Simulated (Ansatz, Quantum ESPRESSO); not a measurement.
# From contact to tunnelling: vacuum gaps between two Li(110) faces, part 3 of 5

Wanted: T at the Fermi level along a series, and its decay constant, for vacuum gaps between two Li(110) faces.

Quantum ESPRESSO 7.5; plane-wave DFT, PBE, GBRV ultrasoft pseudopotentials; cross-check by Ansatz 0.2.0 with PAW datasets.

So far. Step 2 (Ground state, 5 Å): The run needed 38 iterations to bring the estimated error under 1e-07 Ry; the largest force on any atom, held or free, is 0.08 eV/Å.

## Step 4: The same in Ansatz, 5 Å

As a check, the same structure is run in Ansatz.

Level of this step: plane-wave DFT, PBE, Ansatz PAW (Ansatz 0.2.0).

File input.yaml:

```yaml
crystal:
  lattice:
    - [3.44, 0.0, 0.0]
    - [1.72, 2.4324473273, 0.0]
    - [0.0, 0.0, 31.7569206001]
  atoms:
    - { symbol: Li, position: [0.0, 0.0, 0.0] }
    - { symbol: Li, position: [0.5, 0.0, 0.0765958185] }
    - { symbol: Li, position: [0.0, 0.0, 0.1531916371] }
    - { symbol: Li, position: [0.5, 0.0, 0.2297874556] }
    - { symbol: Li, position: [0.0, 0.0, 0.3063832741] }
    - { symbol: Li, position: [0.5, 0.0, 0.3829790926] }
    - { symbol: Li, position: [0.0, 0.0, 0.5404250888] }
    - { symbol: Li, position: [0.5, 0.0, 0.6170209074] }
    - { symbol: Li, position: [0.0, 0.0, 0.6936167259] }
    - { symbol: Li, position: [0.5, 0.0, 0.7702125444] }
    - { symbol: Li, position: [0.0, 0.0, 0.8468083629] }
    - { symbol: Li, position: [0.5, 0.0, 0.9234041815] }
kpoints:
  mp_grid: { grid: [8, 10, 1] }
hamiltonian:
  xc: pbe
scf:
  occupations: { method: fermi_dirac, width: 0.1 }
  convergence: { dr2_threshold: 1.0e-08 }
output:
  transmission: { leads: [[0, 2]], e_range: [-0.4, 0.4], de: 0.4, kmesh: [8, 8] }
  write_potential: true
  write_density: true
  volumetric_format: npy
  elf: true
```

The run is started by

```sh
$ ansatz run input.yaml --threads 2 --pin off --max-ram 4096MiB --backend cpu --events-out ev --progress --plain --runs-dir out
```

The log of the run:

```text
Warning: crystal.symmetry: narrowed to the stabiliser of the k-point mesh — unitary ops 8 → 4; excluded 4 operations that carry a point of the 8×10×1 mesh (shift [0, 0, 0]) off the mesh (the run samples exactly the mesh kpoints.mp_grid names, as under crystal.symmetry.detect: false, and its converged state has the mesh's symmetry, not the crystal's; ε∞, the Born charges and the force constants of a linear response (`dielectric:` by the response, `phonons.method: dfpt`) are averaged over those of the crystal's operations that the state keeps within a tolerance, where `mesh_tensors`, `unaveraged_element` or `gamma_mean_max_change_ev_ang2` stands beside them; [rest of the remark cut]
Engine: ansatz 0.2.0, aarch64-unknown-linux-gnu
Pseudopotentials: kind: paw
Pseudopotential: Li, paw, valence charge 3, recommended cutoff 420 eV (normal), Li.paw.azcp
Functional definition: PBE
  parameter kappa = 0.804
  parameter beta = 0.066725
  exchange = pbe_x(kappa = kappa, mu = beta*pi^2/3)
  correlation = pbe_c(beta = beta)
Crystal: 12 atoms, lattice volume = 265.730 Å³
Basis set: ecut = 420 eV, 5111 PW (Γ)
Bands: 30, of which v1, the nominal top of the filled ones, is band 18 counted from 1 (17 counted from 0)
Symmetry: 4 space group operations
k-points: 42 of 80
Non-local potential: Li, projectors of the file, l = 0: 3, l = 1: 2, l = 2: 1
PAW form: soft (Blöchl's): semilocal exchange-correlation on the pseudo side does not see the compensation charge
PAW one-centre angular grid: Li, 110 points (default); XC on 64 Gauss nodes
Initial density: superposition of atomic densities (neutral atoms: chi_scale 0, normalization atom), corrected by the library's trained network
Initial wavefunctions: pseudopotential atomic-orbital guess
Functional: x = pbe(κ = 0.804, μ = 0.219515), c = pbe(β = 0.066725)
SCF iter   1: F=—  HF=-2455.911645 eV  |F-HF|=—  |Δ(HF+E_count)|=         —  Δρ=9.84e-4  dr2=6.39e-2  ethr=1.77e-3  ⟨swp⟩=9.9  Hψ=7362  notcnv=0  defer=9
preconditioner: auto → LDOS  [metal: Δε(μ)=0.024 eV  Ē_g=3.927 eV  σ=0.100 eV  W_gap=0.06  n_scr=18 (ndim 8)  ℏωp=7.9 eV  f_vac=0.024  D(μ)=5.72/eV (n_scr^D=18)  β→1.0]
SCF iter   2: F=—  HF=-2455.908627 eV  |F-HF|=—  |Δ(HF+E_count)|=   3.02e-3  Δρ=5.00e-4  dr2=4.21e-3  ethr=1.77e-4  ⟨swp⟩=1.2  Hψ=1603  notcnv=0  defer=18
preconditioner: auto → Kerker (q_TF=auto, 1.955 Å⁻¹)  [metal: Δε(μ)=0.038 eV  Ē_g=3.933 eV  σ=0.100 eV  W_gap=0.09  n_scr=18 (ndim 8)  ℏωp=7.9 eV  f_vac=0.000  D(μ)=5.71/eV (n_scr^D=18)  β→0.5]
SCF iter   3: F=—  HF=-2455.909015 eV  |F-HF|=—  |Δ(HF+E_count)|=   3.88e-4  Δρ=2.62e-4  dr2=8.06e-4  ethr=1.17e-5  ⟨swp⟩=1.1  Hψ=1209  notcnv=0  defer=18
SCF iter   4: F=—  HF=-2455.909288 eV  |F-HF|=—  |Δ(HF+E_count)|=   2.74e-4  Δρ=6.60e-5  dr2=4.86e-5  ethr=2.24e-6  ⟨swp⟩=1.8  Hψ=1368  notcnv=0  defer=18
SCF iter   5: F=—  HF=-2455.909299 eV  |F-HF|=—  |Δ(HF+E_count)|=   1.08e-5  Δρ=2.61e-5  dr2=4.62e-6  ethr=1.35e-7  ⟨swp⟩=1.3  Hψ=1257  notcnv=0  defer=18
SCF iter   6: F=—  HF=-2455.909306 eV  |F-HF|=—  |Δ(HF+E_count)|=   6.57e-6  Δρ=3.24e-6  dr2=4.44e-8  ethr=1.28e-8  ⟨swp⟩=1.8  Hψ=1477  notcnv=0  defer=18
SCF iter   7: F=-2455.909306 eV  HF=-2455.909306 eV  |F-HF|=2.94e-9  |Δ(HF+E_count)|=   6.96e-8  Δρ=1.08e-6  dr2=9.42e-9  ethr=2.78e-11  ⟨swp⟩=8.9  Hψ=3969  notcnv=0
SCF 1 converged in 7 iterations: F = -2455.909306 eV  dr2 = 9.42e-9
  greatest PAW one-centre occupation: 1.000 electrons in one spin orbital (limit 2), on the Li atom at site 6 (counted from 0), in its partial waves of l = 0
transmission: 136 of 1360 steps passed
transmission: 272 of 1360 steps passed
[...]
transmission: 1360 of 1360 steps passed
SCF converged after 7 iterations
Free energy (F): -2455.909306 eV
Harris-Foulkes:  -2455.909306 eV  (|F-HF|=2.94e-9)
Internal energy: -2455.720152 eV  (E = F + TS)
E sigma→0 (E₀):  -2455.814729 eV
Entropy (-TS):   -0.189153 eV (-15.763 meV/atom)
Fermi energy:    0.731948 eV
--- Per-component energies (eV) ---
  E_band       = -1108.283974
  E_kinetic    = 253.455021
  E_local      = -2098.474334  (includes V_loc(G=0)·N_el)
  E_nonlocal   = -399.024117
  E_hartree    = 720.933830
  E_xc         = -120.047078
  E_vxc        = -154.511545  (∫ρ·V_xc dr)
  E_paw        = -252.095424  (= ΣΔE_a)
  E_vpaw       = -151.595412  (= ΣTr[D̂ρ^β])
  E_aug_tail   = 0.000091  (compensation charges beyond the density's cutoff)
  E_ewald      = -560.468142
  E_smearing   = -0.189153  (= −TS)
  E_closure    = -0.000000  (closes the sum)
  Σ components = -2455.909306   (vs F -2455.909306, Δ=0.00e0)
--- Band table (eV; the first three rows and the last of 42) ---
  k-point 0: bands = [... 14 lower, -2.6044, -2.3838, -2.1609, -1.7864, -1.4898, -0.9377, -0.6464, 0.1125, ... 8 higher]
  k-point 1: bands = [... 14 lower, -2.4134, -2.1920, -1.9670, -1.5914, -1.2903, -0.7370, -0.4360, 0.3259, ... 8 higher]
  k-point 2: bands = [... 14 lower, -1.8399, -1.6161, -1.3847, -1.0062, -0.6927, -0.1361, 0.1919, 0.9600, ... 8 higher]
  k-point 41: bands = [... 14 lower, 0.7442, 0.7442, 0.8028, 0.8028, 0.8775, 0.8775, 0.9391, 0.9391, ... 8 higher]
--- Transmission ---
  basis      : 69 plane waves across, 40 finite elements along
  points     : 34, standing for a mesh of 8 x 8
  energies   : 3 from -0.400000 to 0.400000 eV about the Fermi level, 0.400000 eV apart; the leads are filled to 0.000000 eV, and channels, transmission and decay are at 0.000000 eV
  crystal 0  : Li2, at the sites [0, 2], period 4.8649 Å, over 29.19 Å; its Hamiltonian steps by up to 6.5 meV
    offset         : up to 0.0000 Å between an atom of the period and one for which it stands
    channels       : 9.218750e-1 a spin
    conductance    : none, the energies end too early or step too widely for 300 K: set another output.transmission.e_range or a lower de, or, where they end at an eighth of basis.ecutwfc, a higher one
    slowest decay  : 0.2503 /Å at (0.0000, 0.5000)
  junction   : crystal 0 to crystal 0, -0.52 to 26.37 Å
    transmission   : 2.334821e-1 a spin
    conductance    : none, the energies end too early or step too widely for 300 K: set another output.transmission.e_range or a lower de, or, where they end at an eighth of basis.ecutwfc, a higher one
```

Run time: 51 s. Hardware: 2 threads of Arm Neoverse N1, shared host; peak memory 0.58 GiB; 98 s of CPU time.

Numbers from this step:

```
free energy                                  : -2455.9093 eV
energy at zero smearing                      : -2455.8147 eV
smearing term TS                             : 0.1892 eV
Fermi energy                                 : 0.7319 eV
symmetry operations                          : 4
transmission at the Fermi level, one spin    : 0.2335
step of the lead's Hamiltonian over a period : 6.5 meV
```

Per spin; mean over the k mesh across the current. The transmission, zone mean by energy, zero at the Fermi level:

```csv
energy (eV),"transmission, zone mean"
-0.400,0.167
0.000,0.233
0.400,0.255
```

Per spin; mean over the k mesh across the current. The open channels, zone mean by energy, zero at the Fermi level:

```csv
energy (eV),"open channels, zone mean"
-0.400,0.672
0.000,0.922
0.400,0.922
```

Valence density in the ca plane at fractional y = 0.000, with atoms of Li within 0.2 Å of it. It is the smooth field of the valence electrons, not physical close to the nuclei.

Ten steps, logarithmic in the rise over the least value, from '0' (0.0 e/Å³) to '9' (7.6 e/Å³), each cell a mean:
```
11116872111100000000000048841100001111686201
01011221111100000000000002211100000101121100
10100000111221000000000000111111221010000000
31110000112786100000000000111115873111100101
41110000012897100000000000111116984111111101
11110000111563000000000000111113651111000000
10101110111110000000000001111101110010111000
01013641111100000000000025621100000101464101
11127983111100000000000059951100001112897211
```
Columns run along c (16.0 Å, from fractional 0.25 to 0.75 of the cell), rows up along a (3.4 Å). Atoms in or near the plane, at fractional coordinates: Li at (0.31, 0.00), Li at (0.38, 0.50), Li at (0.54, 0.00), Li at (0.62, 0.50), Li at (0.69, 0.00).

Electrostatic potential energy in the ca plane at fractional y = 0.000, with atoms of Li within 0.2 Å of it. With pseudopotentials it is smooth inside the atoms' cores, unlike the true potential.

Ten even steps from '0' (-30 eV) to '9' (4 eV), each cell a mean:
```
99973016899999999999999841048999999987202789
99987568999888999999999876578999889998657899
88999889998657899999999998899987568999888999
58999999986103789999999999999973015899999998
48999999985002689999999999999972005899999998
68999999987325899999999999999985237899999998
89998788998878899999999988789998888998878899
99985247999999999999999863268999999997424799
99871005899999999999999840038999999986101689
```
Columns run along c (16.0 Å, from fractional 0.25 to 0.75 of the cell; values clipped at the 3rd and 97th percentile), rows up along a (3.4 Å). Atoms in or near the plane, at fractional coordinates: Li at (0.31, 0.00), Li at (0.38, 0.50), Li at (0.54, 0.00), Li at (0.62, 0.50), Li at (0.69, 0.00).

Ansatz finds T = 0.233 against pwcond's 0.260.

## Step 5: Self-consistent run, 6 Å

Level of this step: plane-wave DFT, PBE, GBRV ultrasoft pseudopotentials (Quantum ESPRESSO 7.5).

File j1.scf.in:

```
&control
  prefix = 'j1.scf'
  outdir = './out'
  pseudo_dir = './pseudo'
  calculation = 'scf'
  tprnfor = .true.
/
&system
  ibrav = 0
  nat = 12
  ntyp = 1
  ecutwfc = 40
  ecutrho = 200
  occupations = 'smearing'
  smearing = 'mv'
  degauss = 0.01
/
&electrons
  conv_thr = 1e-07
  mixing_beta = 0.25
  electron_maxstep = 120
  mixing_mode = 'local-TF'
/
ATOMIC_SPECIES
  Li  6.9400  li_pbe_v1.4.uspp.F.UPF
CELL_PARAMETERS angstrom
  3.44000000000000 0.00000000000000 0.00000000000000
  1.72000000000000 2.43244732728172 0.00000000000000
  0.00000000000000 0.00000000000000 32.75692060009896
ATOMIC_POSITIONS crystal
  Li  0.000000000000 0.000000000000 0.000000000000
  Li  0.500000000000 0.000000000000 0.074257509031
  Li  0.000000000000 0.000000000000 0.148515018062
  Li  0.500000000000 0.000000000000 0.222772527092
  Li  0.000000000000 0.000000000000 0.297030036123
  Li  0.500000000000 0.000000000000 0.371287545154
  Li  0.000000000000 0.000000000000 0.554454945815
  Li  0.500000000000 0.000000000000 0.628712454846
  Li  0.000000000000 0.000000000000 0.702969963877
  Li  0.500000000000 0.000000000000 0.777227472908
  Li  0.000000000000 0.000000000000 0.851484981938
  Li  0.500000000000 0.000000000000 0.925742490969
K_POINTS automatic
  8 10 1 0 0 0
```

The run is started by

```sh
$ OMP_NUM_THREADS=1 mpirun -n 2 pw.x -nk 2 -in j1.scf.in > j1.scf.out
```

The log of the run:

```text
[banner, memory and clock lines left out]
Program PWSCF v.7.5 starts
[...]
number of electrons       =        36.00
     number of Kohn-Sham states=           22
     kinetic-energy cutoff     =      40.0000  Ry
     charge density cutoff     =     200.0000  Ry
[...]
number of k points=    39  Marzari-Vanderbilt smearing, width (Ry)=  0.0100
[...]
Dense  grid:    88437 G-vectors     FFT dimensions: (  30,  25, 288)
[...]
Starting wfcs are   60 randomized atomic wfcs
     estimated scf accuracy    <       2.36571081 Ry
     estimated scf accuracy    <       1.59613699 Ry
     estimated scf accuracy    <       0.09154763 Ry
     estimated scf accuracy    <       0.48639912 Ry
     estimated scf accuracy    <       0.59077383 Ry
     estimated scf accuracy    <       0.34062142 Ry
     estimated scf accuracy    <       0.17687148 Ry
     estimated scf accuracy    <       0.16586032 Ry
     estimated scf accuracy    <       0.00284595 Ry
     estimated scf accuracy    <       0.00346132 Ry
     estimated scf accuracy    <       0.00354215 Ry
     estimated scf accuracy    <       0.00145734 Ry
     estimated scf accuracy    <       0.00029347 Ry
     estimated scf accuracy    <       0.00019227 Ry
     estimated scf accuracy    <       0.00032176 Ry
     estimated scf accuracy    <       0.00023438 Ry
     estimated scf accuracy    <       0.00001785 Ry
     estimated scf accuracy    <       0.00016667 Ry
     estimated scf accuracy    <       0.00000992 Ry
     estimated scf accuracy    <       0.00000219 Ry
     estimated scf accuracy    <       0.00000286 Ry
     estimated scf accuracy    <       0.00000022 Ry
     estimated scf accuracy    <       0.00000025 Ry
     estimated scf accuracy    <       0.00000021 Ry
[...]
the Fermi energy is     0.6213 ev
!    total energy              =    -173.62595708 Ry
     estimated scf accuracy    <       0.00000006 Ry
     smearing contrib. (-TS)   =      -0.00034501 Ry
     internal energy E=F+TS    =    -173.62561207 Ry
[...]
one-electron contribution =    -186.12206571 Ry
     hartree contribution      =      78.14157888 Ry
     xc contribution           =     -40.47091641 Ry
     ewald contribution        =     -25.17420882 Ry
     convergence has been achieved in  25 iterations
[...]
Total force =     0.006883     Total SCF correction =     0.000213
[...]
```

It took 5.4 min on 2 MPI ranks; peak memory 0.38 GiB.

This step gave:

```
free energy  : -2362.3015 eV
Fermi energy : 0.6213 eV
```

## Step 6: The open system, 6 Å

File j1.cond.in:

```
&inputcond
  outdir = './out'
  prefixt = 'j1.scf'
  tran_file = 'j1.cond.dat'
  bdl = 1.4142135610
  bds = 9.5223606395
  ikind = 1
  ewind = 4.0
  epsproj = 1e-05
  nz1 = 7
  energy0 = 0.4
  denergy = -0.4
/
21
  0.00000000 0.00000000 0.01562500
  0.00000000 0.12500000 0.03125000
  0.00000000 0.25000000 0.03125000
  0.00000000 0.37500000 0.03125000
  0.00000000 0.50000000 0.01562500
  0.12500000 0.00000000 0.06250000
  0.12500000 0.25000000 0.06250000
  0.12500000 0.37500000 0.06250000
  0.12500000 0.50000000 0.06250000
  0.25000000 0.00000000 0.06250000
  0.25000000 0.12500000 0.03125000
  0.25000000 0.37500000 0.06250000
  0.25000000 0.50000000 0.06250000
  0.25000000 0.62500000 0.03125000
  0.37500000 0.00000000 0.06250000
  0.37500000 0.12500000 0.06250000
  0.37500000 0.50000000 0.06250000
  0.37500000 0.62500000 0.06250000
  0.50000000 0.00000000 0.03125000
  0.50000000 0.12500000 0.06250000
  0.50000000 0.25000000 0.03125000
3
```

The run is started by

```sh
$ OMP_NUM_THREADS=1 mpirun -n 2 pwcond.x -in j1.cond.in > j1.cond.out
```

The log of the run:

```text
[banner, memory and clock lines left out]
Program PWCOND v.7.5 starts

     ./out/j1.scf.save/

     IMPORTANT: XC functional enforced from input :
     Exchange-correlation= PBE
                           (   1   4   3   4   0   0   0)
     Any further DFT definition will be discarded
     Please, verify this is what you really want

     Reading collected, re-writing distributed wavefunctions

===== INPUT FILE containing all the regions =====

     GEOMETRY:

     lattice parameter (alat)  =       6.5007  a.u.
     the volume                =    1849.7011 (a.u.)^3
[...]
---  E-Ef =   -0.4000000  k =    0.5000000   0.2500000
---  ie =          3  ik =         21
 Nchannels of the left tip =            1
 Right moving states:
   k1(2pi/a)   k2(2pi/a)   E-Ef (eV)
   0.4234121   0.0000094  -0.4000000
 Left moving states:
   k1(2pi/a)   k2(2pi/a)   E-Ef (eV)
  -0.4234121   0.0000094  -0.4000000

 to transmit
 Band j to band i transmissions and reflections:
    j         i     |T_ij|^2    |R_ij|^2

    1 -->     1     0.00528     0.99472
   Total T_j, R_j =    0.00528  0.99472

E-Ef(ev), T(x2 spins) =   -0.4000000   0.0105590
   T_tot     0.40000      0.31335E+00
   T_tot     0.00000      0.24926E+00
   T_tot    -0.40000      0.13047E+00
```

The job ended after 83 s (2 MPI ranks; peak memory 0.12 GiB).

Read from the output:

```
transmission at the Fermi level, one spin : 0.1246
conductance                               : 0.1246 G₀
```

Per spin; mean over the k mesh across the current. Table of transmission, zone mean by energy, zero at the Fermi level:

```csv
energy (eV),"transmission, zone mean"
-0.400,0.0652
0.000,0.125
0.400,0.157
```

T goes from 0.260 to 0.125, a factor of 2.1.

## Step 7: Cross-check with Ansatz, 6 Å

Level of this step: plane-wave DFT, PBE, Ansatz PAW (Ansatz 0.2.0).

input.yaml, the sections that differ from step 4:

```yaml
crystal:
  lattice:
    - [3.44, 0.0, 0.0]
    - [1.72, 2.4324473273, 0.0]
    - [0.0, 0.0, 32.7569206001]
  atoms:
    - { symbol: Li, position: [0.0, 0.0, 0.0] }
    - { symbol: Li, position: [0.5, 0.0, 0.074257509] }
    - { symbol: Li, position: [0.0, 0.0, 0.1485150181] }
    - { symbol: Li, position: [0.5, 0.0, 0.2227725271] }
    - { symbol: Li, position: [0.0, 0.0, 0.2970300361] }
    - { symbol: Li, position: [0.5, 0.0, 0.3712875452] }
    - { symbol: Li, position: [0.0, 0.0, 0.5544549458] }
    - { symbol: Li, position: [0.5, 0.0, 0.6287124548] }
    - { symbol: Li, position: [0.0, 0.0, 0.7029699639] }
    - { symbol: Li, position: [0.5, 0.0, 0.7772274729] }
    - { symbol: Li, position: [0.0, 0.0, 0.8514849819] }
    - { symbol: Li, position: [0.5, 0.0, 0.925742491] }
# kpoints, hamiltonian, scf, output: as in step 4
```

The run is started by

```sh
$ ansatz run input.yaml --threads 2 --pin off --max-ram 4096MiB --backend cpu --events-out ev --progress --plain --runs-dir out
```

The log of the run:

```text
[...]
Crystal: 12 atoms, lattice volume = 274.097 Å³
Basis set: ecut = 420 eV, 5277 PW (Γ)
Bands: 30, of which v1, the nominal top of the filled ones, is band 18 counted from 1 (17 counted from 0)
Symmetry: 4 space group operations
k-points: 42 of 80
[...]
k-point 41: bands = [... 14 lower, 0.6326, 0.6326, 0.6915, 0.6915, 0.7654, 0.7654, 0.8307, 0.8307, ... 8 higher]
--- Transmission ---
  basis      : 69 plane waves across, 41 finite elements along
  points     : 34, standing for a mesh of 8 x 8
[...]
channels       : 9.218750e-1 a spin
[...]
slowest decay  : 0.2519 /Å at (0.0000, 0.5000)
  junction   : crystal 0 to crystal 0, -0.52 to 27.37 Å
    transmission   : 1.041506e-1 a spin
[...]
[key lines of the parts left out:]
SCF converged after 7 iterations
Free energy (F): -2455.853498 eV
Fermi energy:    0.621859 eV
```

The job ended after 56 s (2 threads; peak memory 0.61 GiB).

Numbers from this step:

| Quantity | Value |
| --- | --- |
| free energy | -2455.8535 eV |
| energy at zero smearing | -2455.7597 eV |
| smearing term TS | 0.1877 eV |
| Fermi energy | 0.6219 eV |
| transmission at the Fermi level, one spin | 0.1042 |
| step of the lead's Hamiltonian over a period | 5.7 meV |

Per spin; mean over the k mesh across the current. Table of transmission, zone mean by energy, zero at the Fermi level:

```csv
energy (eV),"transmission, zone mean"
-0.400,0.0499
0.000,0.104
0.400,0.151
```

Ansatz finds T = 0.104 against pwcond's 0.125.

[end of part 3 of 5]

[Long decimals in the printed logs are rounded to 6 places.]

[Repeated lines of the later SCF iterations (solver, time, negative density, dipole) and banner, clock, host and MPI lines are left out of these logs without a mark at each place.]

[Logs are printed without paths, hosts, clocks, repeated set-up lines and the standing remarks that a program may print on its own settings, such as how far it seeks lower states.]

[Hosts, paths, dates, database ids (printed as entryN), source tags and the programs' standing remarks are cut or masked in the printed files.]

[Maps of the electrostatic potential energy from Ansatz leave out the sawtooth potential of an applied field or a dipole correction, so their vacuum need not be flat; planar profiles and work functions include it.]
